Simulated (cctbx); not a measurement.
# Solving a structure by charge flipping

Cell a = 10.5390 Å, b = 10.5390 Å, c = 10.5390 Å, α = 90.00°, β = 90.00°, γ = 90.00°; space group Fm-3m (no. 225); content Tl4 Ag8 Br24 Cu4.

The data are simulated with cctbx, not measured: synchrotron X-rays, λ = 0.6889 Å, to d = 0.8 Å, 70 % of the full sphere, strongest reflection 40000 counts, noise from counting, a 4 % proportional error and a noise floor of 2 counts (s.d.); no absorption.

Charge flipping in P1 on plain amplitudes to 0.8 Å, δ = 1.1 σ, 20 % of the reflections treated as weak, 200 cycles:

```text
cycle      R  skewness
    0  0.510     0.52
   16  0.237     5.29
   32  0.215     4.92
   48  0.228     4.93
   64  0.222     4.92
   80  0.217     4.94
   96  0.221     4.98
  112  0.219     4.91
  128  0.218     4.88
  144  0.223     4.93
  160  0.218     4.90
  176  0.217     4.88
  192  0.218     4.90
origin shift          correlation  skewness
 0.392  0.454  0.295      0.960      4.92
 0.142  0.204  0.045      0.960      4.83
 0.142  0.454  0.045      0.956      3.84
 0.392  0.203  0.294      0.955      5.23
taken: symmetry correlation 0.955, skewness 5.23
peak      x       y       z  mult  height/sigma
Q1    0.0000  0.0000  0.5000    4     20.6
Q2    0.0000  0.0000  0.2610   24     11.5
Q3    0.2500  0.2500  0.2500    8     10.4
Q4    0.0000  0.0000  0.0000    4      3.4
Q5    0.0000  0.2500  0.2500   24      2.6
Q6    0.1094  0.2500  0.2500   48      1.9
Q7    0.0000  0.0610  0.3476   96      1.8
Q8    0.1572  0.1572  0.3428   32      1.7
Q9    0.0544  0.0544  0.0544   32      1.6
```

The origin is taken among those within 0.04 of the best correlation, by the skewness of the map.

It took 5 s on 1 thread of Intel(R) Xeon(R) Platinum 8259CL CPU @ 2.50GHz (Skylake/Cascade Lake), with other jobs on the host, peak memory 0.08 GiB.

Q: Assign the peaks.

Heights follow Z only loosely here, so the multiplicities, which must add up to the content, decide. First model: Q1 = Tl1 (4 in the cell, height 20.6), Q2 = Br1 (24 in the cell, height 11.5), Q3 = Ag1 (8 in the cell, height 10.4) and Q4 = Cu1 (4 in the cell, height 3.4). Against the true structure, Q1 is Tl, Q2 is Br, Q3 is Ag and Q4 is Cu; the other peaks are not atoms.

Least squares on F², isotropic:

```text
Rint 0.034, 89 unique reflections to 0.80 A
cycle     R1     wR2    GooF  max shift (A)
   1  0.0931  0.2595  19.081   0.03504
   2  0.0060  0.0139   1.019   0.00000
final R1 0.0060 wR2 0.0139 GooF 1.019  parameters 5  data/parameter 17.8
atom        x        y        z      Ueq    occ   su(xyz)  su(Uiso or U11)
Tl1    0.00000  0.00000  0.50000   0.0096  1.000  0.00000  0.0001
Br1    0.00000  0.00000  0.26432   0.0183  1.000  0.00003  0.0001
Ag1    0.25000  0.25000  0.25000   0.0133  1.000  0.00000  0.0001
Cu1    0.00000  0.00000  0.00000   0.0157  1.000  0.00000  0.0002
difference map: max 0.27 min -0.41 rms 0.07
Q1    0.0000  0.0000  0.3835   24    0.28  1.23 A from Tl1
Q2    0.1375  0.2500  0.2500   48    0.22  1.19 A from Ag1
Q3    0.0449  0.0449  0.4551   32    0.18  0.82 A from Tl1
Q4    0.0000  0.0640  0.1150   96    0.16  1.39 A from Cu1
Q5    0.0844  0.0844  0.3353   96    0.16  1.46 A from Br1
```

Anisotropic refinement:

```text
Rint 0.034, 89 unique reflections to 0.80 A
cycle     R1     wR2    GooF  max shift (A)
   1  0.0060  0.0139   1.031   0.00004
   2  0.0060  0.0138   1.024   0.00000
final R1 0.0060 wR2 0.0138 GooF 1.024  parameters 6  data/parameter 14.8
atom        x        y        z      Ueq    occ   su(xyz)  su(Uiso or U11)
Tl1    0.00000  0.00000  0.50000   0.0096  1.000  0.00000  0.0001
Br1    0.00000  0.00000  0.26432   0.0183  1.000  0.00003  0.0001
Ag1    0.25000  0.25000  0.25000   0.0133  1.000  0.00000  0.0001
Cu1    0.00000  0.00000  0.00000   0.0157  1.000  0.00000  0.0002
difference map: max 0.28 min -0.41 rms 0.07
Q1    0.0000  0.0000  0.3832   24    0.28  1.23 A from Tl1
Q2    0.1375  0.2500  0.2500   48    0.22  1.19 A from Ag1
Q3    0.0450  0.0450  0.4550   32    0.19  0.82 A from Tl1
Q4    0.0844  0.0844  0.3354   96    0.16  1.46 A from Br1
Q5    0.0000  0.0643  0.1144   96    0.16  1.38 A from Cu1
Q6    0.0587  0.2500  0.2500   48    0.16  2.02 A from Ag1
```

**Reading.** The refinement ends at R1 = 0.0060, wR2 = 0.0138, GooF = 1.02, with difference density between -0.41 and 0.28 e/Å³. Every site matches the true model in element, within 0.001 Å r.m.s., up to an allowed shift of origin.

True model:

| atom | mult. | x | y | z | Ueq (Å²) |
| --- | --- | --- | --- | --- | --- |
| Tl1 | 4 | 0 | 0 | 0 | 0.0097 |
| Ag1 | 8 | 1/4 | 3/4 | 3/4 | 0.0134 |
| Br1 | 24 | 0 | 0 | 0.7643 | 0.0184 |
| Cu1 | 4 | 1/2 | 0 | 0 | 0.0158 |

This is a model crystal, built by substitution and not relaxed, with assumed displacement parameters.

[Middle refinement cycles are left out of these outputs.]

[Logs are printed without paths, hosts, clocks, repeated set-up lines and the standing remarks that a program may print on its own settings, such as how far it seeks lower states.]
